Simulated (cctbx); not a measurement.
# Resonant diffraction in PrCdFe

Space group Pnma (no. 62), a = 7.2490 Å, b = 4.1880 Å, c = 8.7740 Å, α = 90.00°, β = 90.00°, γ = 90.00°.

| atom | mult. | x | y | z | Ueq (Å²) |
| --- | --- | --- | --- | --- | --- |
| Pr1 | 4 | 0.9678 | 3/4 | 0.3161 | 0.0183 |
| Cd1 | 4 | 0.8620 | 3/4 | 0.9498 | 0.0196 |
| Fe1 | 4 | 0.7587 | 3/4 | 0.6308 | 0.0257 |

The model is made up (kin elements in a known structure type, no relaxation), so it says nothing on whether the phase exists.

Calculated with cctbx: free-atom f′ and f″ from the Sasaki tables, no fine structure; amplitudes in electrons.

| E (eV) | F 0 1 3 | F 2 0 1 | F 0 0 2 | F 3 0 1 |
| --- | --- | --- | --- | --- |
| 5364 | 204.1 | 7.8 | 19.8 | 155.6 |
| 5714 | 202.1 | 5.2 | 22.6 | 153.9 |
| 5844 | 200.1 | 4.4 | 26.0 | 152.0 |
| 5904 | 198.3 | 4.8 | 29.5 | 150.2 |
| 5934 | 196.4 | 6.1 | 33.1 | 148.3 |
| 5949 | 194.6 | 7.7 | 36.8 | 146.5 |
| 5956 | 193.0 | 9.4 | 40.0 | 144.8 |
| 5960 | 191.4 | 11.2 | 43.5 | 143.1 |
| 5968 | 191.9 | 12.8 | 43.3 | 144.1 |
| 5972 | 194.1 | 10.6 | 38.5 | 146.4 |
| 5979 | 195.9 | 8.9 | 34.5 | 148.2 |
| 5994 | 197.8 | 7.2 | 30.2 | 150.2 |
| 6024 | 199.6 | 6.1 | 26.1 | 152.2 |
| 6114 | 201.8 | 5.4 | 21.1 | 154.6 |
| 6364 | 201.9 | 5.1 | 20.0 | 155.4 |

**Question.** Which edge is crossed, and why do the reflections move as they do?

The L3 edge of Pr. The edge is at 5964 eV. f′ of Pr falls from -11.8 e at 5844 eV to -19.2 e at 4 eV below it, and f″ steps from 3.54 to 10.68 e across it. Over that approach |F| changes by -4 % (0 1 3), +155 % (2 0 1), +67 % (0 0 2) and -6 % (3 0 1): a reflection falls where Pr scatters in phase with the total and rises where it scatters against it; it hardly moves where the Pr term is small or cancels by symmetry. Above the edge the larger f″ enters the imaginary part, where it can add to or cancel the other atoms' f″. The structure is centrosymmetric, so Friedel mates stay equal.
